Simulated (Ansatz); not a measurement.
# Σ9 (221) boundary in fcc Au: structure and resistance, part 2 of 3

Aim: the relaxed structure and the specific resistance of the Σ9 (221) boundary in fcc Au.

Ansatz 0.2.0; Ansatz plane-wave DFT, LDA, PAW files; relaxation of a bicrystal slab with its lowest layers held; PAW set soft_1 (the session's first sound run).

So far. Step 2 (Relaxing the bicrystal): The largest force component on a free atom ends at 0.011 eV/Å, under the tolerance of 0.03, after 11 steps.

## Step 3: Transmission across the boundary

Bulk layers of each grain are laid under and over the relaxed boundary, and a lead is named in the middle of each, away from the free faces. The mesh across the current, 22×8, is finer than the density's, because channels open and close sharply across the zone. Energies from -0.1 to 0.1 eV in steps of 0.05 eV are too few for the program's thermal sum, so it prints no conductance; for a metal the transmission near the Fermi level serves, at a fraction of the cost.

This step: Ansatz plane-wave DFT, LDA, PAW files; ballistic transport by layer matching (Landauer), zero bias; boundary relaxed in a short slab, bulk layers laid on; PAW set soft_1 (Ansatz 0.2.0).

System of this step: Σ9 (221) boundary in fcc Au. The cell holds 63 atoms: 63 Au. Its edges and angles: a = 2.884 Å, b = 8.651 Å, c = 50.317 Å, α = 90.0°, β = 90.0°, γ = 90.0°. It derives from Au. Regions: lower grain, 26 atoms (26 Au); boundary, 17 atoms (17 Au); upper grain, 20 atoms (20 Au). Vacuum lies along c.

input.yaml

```yaml
crystal:
  lattice:
    - [2.8837582304, 0.0, 0.0]
    - [0.0, 8.6512746911, 0.0]
    - [0.0, 0.0, 50.3168879412]
  atoms:
    - { symbol: Au, position: [-17.0, -9.4444444443, 0.0794961724] }
    - { symbol: Au, position: [-16.5, -9.1666666665, 0.0930047251] }
    - { symbol: Au, position: [-16.0, -8.8888888888, 0.1065132779] }
    - { symbol: Au, position: [-15.5, -8.611111111, 0.1200218306] }
    - { symbol: Au, position: [-15.0, -8.3333333332, 0.1335303833] }
    - { symbol: Au, position: [-14.5, -8.0555555554, 0.147038936] }
    - { symbol: Au, position: [-14.0, -7.7777777777, 0.1605474887] }
    - { symbol: Au, position: [-13.5, -7.4999999999, 0.1740560414] }
    - { symbol: Au, position: [-13.0, -7.2222222221, 0.1875645942] }
    - { symbol: Au, position: [-12.5, -6.9444444443, 0.2010731469] }
    - { symbol: Au, position: [-12.0, -6.6666666666, 0.2145816996] }
    - { symbol: Au, position: [-11.5, -6.3888888888, 0.2280902523] }
    - { symbol: Au, position: [-11.0, -6.111111111, 0.241598805] }
    - { symbol: Au, position: [-10.5, -5.8333333333, 0.2551073578] }
    - { symbol: Au, position: [-10.0, -5.5555555555, 0.2686159105] }
    - { symbol: Au, position: [-9.5, -5.2777777777, 0.2821244632] }
    - { symbol: Au, position: [-9.0, -4.9999999999, 0.2956330159] }
    - { symbol: Au, position: [-8.5, -4.7222222222, 0.3091415686] }
    - { symbol: Au, position: [-8.0, -4.4444444444, 0.3226501213] }
    - { symbol: Au, position: [-7.5, -4.1666666666, 0.3361586741] }
    - { symbol: Au, position: [-7.0, -3.8888888888, 0.3496672268] }
    - { symbol: Au, position: [-6.5, -3.6111111111, 0.3631757795] }
    - { symbol: Au, position: [-6.0, -3.3333333333, 0.3766843322] }
    - { symbol: Au, position: [-5.5, -3.0555555555, 0.3901928849] }
    - { symbol: Au, position: [-5.0, -2.7777777777, 0.4037014376] }
    - { symbol: Au, position: [-4.5, -2.5, 0.4172099904] }
    - { symbol: Au, position: [0.0, 0.7777777778, 0.4307185431] }
    - { symbol: Au, position: [0.5, 0.0526174374, 0.4441097796] }
    - { symbol: Au, position: [0.0, 0.3325358444, 0.4564179455] }
    - { symbol: Au, position: [0.5, 0.6144325012, 0.4703195138] }
    - { symbol: Au, position: [0.0, 0.8847689584, 0.4841083758] }
    - { symbol: Au, position: [0.5, 0.168193303, 0.4970670902] }
    - { symbol: Au, position: [0.0, 0.439073502, 0.5080567869] }
    - { symbol: Au, position: [0.5, 0.7123537216, 0.5267099053] }
    - { symbol: Au, position: [0.0, -0.0031699043, 0.534938124] }
    - { symbol: Au, position: [0.0, 0.4956028357, 0.5595588272] }
    - { symbol: Au, position: [0.5, 0.2123966986, 0.5679757885] }
    - { symbol: Au, position: [0.0, 0.9416991563, 0.5866478759] }
    - { symbol: Au, position: [0.5, 0.6686247896, 0.5968823632] }
    - { symbol: Au, position: [0.0, 0.3839351216, 0.6103930616] }
    - { symbol: Au, position: [0.5, 0.1162344126, 0.6248858343] }
    - { symbol: Au, position: [0.0, 0.8302998382, 0.6374697636] }
    - { symbol: Au, position: [0.5, 0.5484614486, 0.6503327732] }
    - { symbol: Au, position: [-5.0, -2.7293163292, 0.6638413259] }
    - { symbol: Au, position: [-5.5, -3.007094107, 0.6773498787] }
    - { symbol: Au, position: [-6.0, -3.2848718848, 0.6908584314] }
    - { symbol: Au, position: [-6.5, -3.5626496625, 0.7043669841] }
    - { symbol: Au, position: [-7.0, -3.8404274403, 0.7178755368] }
    - { symbol: Au, position: [-7.5, -4.1182052181, 0.7313840895] }
    - { symbol: Au, position: [-8.0, -4.3959829958, 0.7448926422] }
    - { symbol: Au, position: [-8.5, -4.6737607736, 0.758401195] }
    - { symbol: Au, position: [-9.0, -4.9515385514, 0.7719097477] }
    - { symbol: Au, position: [-9.5, -5.2293163292, 0.7854183004] }
    - { symbol: Au, position: [-10.0, -5.5070941069, 0.7989268531] }
    - { symbol: Au, position: [-10.5, -5.7848718847, 0.8124354058] }
    - { symbol: Au, position: [-11.0, -6.0626496625, 0.8259439586] }
    - { symbol: Au, position: [-11.5, -6.3404274403, 0.8394525113] }
    - { symbol: Au, position: [-12.0, -6.618205218, 0.852961064] }
    - { symbol: Au, position: [-12.5, -6.8959829958, 0.8664696167] }
    - { symbol: Au, position: [-13.0, -7.1737607736, 0.8799781694] }
    - { symbol: Au, position: [-13.5, -7.4515385514, 0.8934867221] }
    - { symbol: Au, position: [-14.0, -7.7293163291, 0.9069952749] }
    - { symbol: Au, position: [-14.5, -8.0070941069, 0.9205038276] }
kpoints:
  mp_grid: { grid: [9, 3, 1] }
hamiltonian:
  xc: lda
  pseudopotentials: { kind: paw, azcp: { folder: soft_1 }, xc_functional: pbe }
scf:
  occupations: { method: fermi_dirac, width: 0.1 }
output:
  transmission:
    leads: [[14, 15], [51, 52]]
    kmesh: [22, 8]
    e_range: [-0.1, 0.1]
    de: 0.05
  write_potential: true
  write_density: true
  volumetric_format: npy
  elf: true
```

Run with:

```sh
ansatz run input.yaml --threads 4 --pin off --max-ram 15360MiB --backend cpu --events-out ev --progress --plain --runs-dir out
```

Numbers of over 12 decimals in the logs are rounded to 6 here.

Output:

```text
[...]
Crystal: 63 atoms, lattice volume = 1255.315 Å³
Basis set: ecut = 420 eV, 24529 PW (Γ)
Bands: 719, of which v1, the nominal top of the filled ones, is band 599 counted from 1 (598 counted from 0)
Symmetry: 2 space group operations
[...]
k-points: 10 of 27 (time reversal used)
[...]
SCF iter   1: F=—  HF=-810599.836635 eV  |F-HF|=—  |Δ(HF+E_count)|=         —  Δρ=7.13e-2  dr2=8.84e1  ethr=3.10e-3  ⟨swp⟩=5.6  Hψ=24358  notcnv=0  defer=622
[...]
SCF iter  10: F=-810577.423678 eV  HF=-810577.423678 eV  |F-HF|=1.49e-8  |Δ(HF+E_count)|=   5.36e-9  Δρ=1.04e-6  dr2=2.17e-8  ethr=8.35e-12  ⟨swp⟩=2.7  Hψ=13924  notcnv=0
SCF 1 converged in 10 iterations: F = -810577.423678 eV  dr2 = 2.17e-8
[...]
transmission: 264 of 2640 steps passed
transmission: 528 of 2640 steps passed
[...]
transmission: 2640 of 2640 steps passed
WARN: The output density's exchange-correlation potential varies sharply where the density is thin. Do not read a vacuum level from v_tot or v_xc, or from such a field of the output density. On a cell that repeats whose density bears no net charge and no dipole along the vacuum's axis use v_es (v_loc + v_h of the components); under efield.dipole_correction with no amplitude use v_es + v_field, which holds any externa [...]
SCF converged after 10 iterations
Free energy (F): -810577.423678 eV
[...]
Internal energy: -810576.896296 eV  (E = F + TS)
E sigma→0 (E₀):  -810577.159987 eV
Entropy (-TS):   -0.527381 eV (-8.371 meV/atom)
Fermi energy:    16.461806 eV
[...]
--- Band table (eV; the first three rows and the last of 10) ---
  k-point 0: bands = [... 595 lower, 14.7752, 14.8089, 14.8329, 14.8453, 14.9555, 14.9603, 15.0822, 15.2585, ... 116 higher]
  k-point 1: bands = [... 595 lower, 14.7895, 14.8021, 14.8375, 14.8986, 14.9032, 14.9099, 15.0396, 15.1666, ... 116 higher]
  k-point 2: bands = [... 595 lower, 14.8706, 14.9070, 14.9799, 15.0550, 15.1694, 15.2692, 15.5215, 15.5531, ... 116 higher]
  k-point 9: bands = [... 595 lower, 17.2986, 17.3797, 17.3948, 17.5362, 17.5530, 17.6575, 17.7465, 17.7821, ... 116 higher]
--- Transmission ---
  basis      : 221 plane waves across, 44 finite elements along
  points     : 60, standing for a mesh of 22 x 8
  energies   : 5 from -0.100000 to 0.100000 eV about the Fermi level, 0.050000 eV apart; the leads are filled to 0.000000 eV, and channels, transmission and decay are at 0.000000 eV
  crystal 0  : Au4, at the sites [14, 15], period 2.7188 Å, over 18.35 Å; its Hamiltonian steps by up to 29.5 meV: too much for a lead, lay more layers or, if its atoms are ordered, name the step of that order
    offset         : up to 0.0000 Å between an atom of the period and one for which it stands
    channels       : 2.903409e0 a spin
    conductance    : none, the energies end too early or step too widely for 300 K: set another output.transmission.e_range or a lower de, or, where they end at an eighth of basis.ecutwfc, a higher one
[...]
channels       : 2.869318e0 a spin
[...]
junction   : crystal 0 to crystal 1, 13.86 to 37.14 Å
    transmission   : 2.251678e0 a spin
[...]
```

The job ended after 30 min (4 threads of Arm Neoverse V1, shared host; peak memory 10 GiB).

Numbers from this step:

```
free energy                                    : -810577.4237 eV
energy at zero smearing                        : -810577.1600 eV
Fermi energy                                   : 16.46 eV
cell area                                      : 24.95 Å²
transmission per spin nearest the Fermi level  : 2.252
open channels per spin nearest the Fermi level : 2.903
open channels per spin, upper lead             : 2.869
step of the lead's potential                   : 29.5 meV
step of the upper lead's potential             : 51.3 meV
```

Per spin. The transmission, zone mean by energy, zero at the Fermi level:

```tsv
energy (eV)	transmission, zone mean
-0.1000	2.23
-0.0500	2.24
0.0000	2.25
0.0500	2.23
0.1000	2.26
```

Per spin. Table of open channels, zone mean by energy, zero at the Fermi level:

```tsv
energy (eV)	lead	upper lead
-0.1000	2.84	2.81
-0.0500	2.84	2.86
0.0000	2.90	2.87
0.0500	2.87	2.85
0.1000	2.86	2.86
```

Transmission over k1 and k2. At 0.0000 eV from the Fermi level.

Ten even steps from '_' (0.01) to '@' (3.13):
```
@@++++++++##########++++++##########++++++++
@@##++########++%%%%##++##%%%%++########++##
@@%%%%########%%%%%%%%%%%%%%%%%%########%%%%
@@%%%%########%%%%%%%%%%%%%%%%%%########%%%%
@@%%%%########%%%%%%%%%%%%%%%%%%########%%%%
@@##++########++%%%%##++##%%%%++########++##
@@++++++++##########++++++##########++++++++
@@++++++++++--%%%%__________%%%%--++++++++++
```
Columns: k1 (b1) from -0.5 to 0.455; rows upwards: k2 (b2) from -0.5 to 0.375.

Open channels over k1 and k2. At 0.0000 eV from the Fermi level.

Ten even steps from '0' (2.00) to '9' (4.00):
```
9000055559555955550000
9505555555959555555505
9555555555555555555555
9555555555555555555555
9555555555555555555555
9505555555959555555505
9000055559555955550000
9000000990000099000000
```
Columns: k1 (b1) from -0.5 to 0.455; rows upwards: k2 (b2) from -0.5 to 0.375.

ELF in the cb plane at fractional x = 0.000, with atoms of Au within 0.2 Å of it. It is the smooth field of the valence electrons, not physical close to the nuclei.

Ten even steps from '0' (0.00) to '9' (0.81), each cell a mean:
```
22111122223455432357875322232222222221000000
22111122222333322357975323455422222211000000
22211222221122222346664324676532222110000000
33332222211112222234543225698642211100000000
55653222221112222222222224687642110000000000
68764222222222222111222223565432100000000000
69864223454322222111222222343322100000000000
57653235666422222211222221222222100000000000
45542235897532233322222211112222110000000000
23322235787532355542222211112222110000000000
11222234665423467753222222122222210000000000
11222223443223579864223443222222211000000000
11222211222222467653235665322222221100000000
22222211122222345542246896422233332110000000
32222211122222223322246886422345543210000000
42222222122221112222235665323567654210000000
53223443222221111222223443223579764310000000
42245664322222112222212222223567653210000000
32357975322233222222111122222455543210000000
22357975323455432222111122222233322110000000
22246664324577642222221122221112222211000000
22234443224699642223432222221111222211000000
22222222224677642245654222221112222221000000
```
Columns run along c (16.0 Å, from fractional 0.68 to 1.00 of the cell), rows up along b (8.7 Å). Atoms in or near the plane, at fractional coordinates: Au at (0.69, 0.72), Au at (0.72, 0.16), Au at (0.74, 0.60), Au at (0.77, 0.05), Au at (0.80, 0.49), Au at (0.83, 0.94), Au at (0.85, 0.38), Au at (0.88, 0.83), Au at (0.91, 0.27).

Electrostatic potential energy in the cb plane at fractional x = 0.000, with atoms of Au within 0.2 Å of it. With pseudopotentials it is smooth inside the atoms' cores, unlike the true potential.

Ten even steps from '0' (-33 eV) to '9' (22 eV), each cell a mean:
```
99999999998522588730003899888999999999999999
99999999999877899720003798644789999999999999
99999999999999999841015886200379999999999999
87789999999999999985468984000169999999999999
42248999999999999998889985100269999999999999
10016999889999999999999997422589999999999999
00015897556899999999999999877899999999999999
20026884101589999999999999999999999999999999
64468972000389987789999999999999999999999999
98889972000388742368999999999999999999999999
99999985212688510027999889999999999999999999
99999998767898300016987657899999999999999999
99999999999998510037873102699999999999999999
99999999999999853468861000589988899999999999
79999999999999988889961000588743479999999999
58999999999999999999974113788410048999999999
48987668999999999999997667897300027999999999
58862125899999999999999989998410048999999999
78840002799888899999999999999743479999999999
99830002788644689999999999999987899999999999
99852014886200268999999999999999999999999999
99986568985100058987678999999999999999999999
99999889986100158862126899999999999999999999
```
Columns run along c (16.0 Å, from fractional 0.68 to 1.00 of the cell; values clipped at the 3rd and 97th percentile), rows up along b (8.7 Å). Atoms in or near the plane, at fractional coordinates: Au at (0.69, 0.72), Au at (0.72, 0.16), Au at (0.74, 0.60), Au at (0.77, 0.05), Au at (0.80, 0.49), Au at (0.83, 0.94), Au at (0.85, 0.38), Au at (0.88, 0.83), Au at (0.91, 0.27).

Valence density in the cb plane at fractional x = 0.000, with atoms of Au within 0.2 Å of it. It is the smooth field of the valence electrons, not physical close to the nuclei.

Ten steps, logarithmic in the rise over the least value, from '0' (0 e/Å³) to '9' (14 e/Å³), each cell a mean:
```
21111111123566532368986311222211222100000000
11111122212233222369996322455421111100000000
22111122211112111257875224788631111000000000
33322122211111221235543225899742100000000000
57753211111111221112222125899741000000000000
79974212222112221111111123677521000000000000
89985223554321211111122212343211000000000000
78864235787421111111122211122111000000000000
45542237998632233321122111111111000000000000
22221237998632356642111111112221000000000000
11111125776422589863212221112221100000000000
11122122343223689974223443211211100000000000
11222111122112578863236786421111100000000000
21222111111112356542247998521223211000000000
32111111112221123221247998522356631000000000
52112221112221111111235776423589863100000000
53223443212211111122123443223699973100000000
52246875211111111222111222113689863100000000
32368997322233211222111111112356642000000000
22368997322466422111111112211223321000000000
11247875324788742112211112211111111000000000
21224543225899852223432112211111121100000000
22112222124799742246764211111111222100000000
```
Columns run along c (16.0 Å, from fractional 0.68 to 1.00 of the cell), rows up along b (8.7 Å). Atoms in or near the plane, at fractional coordinates: Au at (0.69, 0.72), Au at (0.72, 0.16), Au at (0.74, 0.60), Au at (0.77, 0.05), Au at (0.80, 0.49), Au at (0.83, 0.94), Au at (0.85, 0.38), Au at (0.88, 0.83), Au at (0.91, 0.27).

Over the solved energies the transmission per spin lies between 2.23 and 2.26, out of 2.86 channels of the lead on average (up to 2.90). The log calls the step of a lead's potential too much.

## Step 4: Specific resistance

This step: Ansatz plane-wave DFT, LDA, PAW files; ballistic transport by layer matching (Landauer), zero bias; specific resistance of the boundary; PAW set soft_1 (Ansatz 0.2.0).

Numbers from this step:

| Item | Value |
| --- | --- |
| area resistance | 0.3071 fΩ m² |
| T over the leads' mean channel count | 0.7860 |

Averaged over the energies near the Fermi level, 78.6 % of the channels pass, which makes 0.307 fΩ m².

By hand, with T and the leads' channels N averaged over the energies near the Fermi level: RA = A (h/2e²)(1/T − ½[1/N₁ + 1/N₂]) = 24.95×10⁻²⁰ m² × 12 906 Ω × (1/2.244 − ½[1/2.860 + 1/2.849]) = 0.307 fΩ m².

(Continued in part 3 of 3.)

[Logs are printed without paths, hosts, clocks, repeated set-up lines and the standing remarks that a program may print on its own settings, such as how far it seeks lower states.]

[Hosts, paths, dates, database ids (printed as entryN), source tags and the programs' standing remarks are cut or masked in the printed files.]
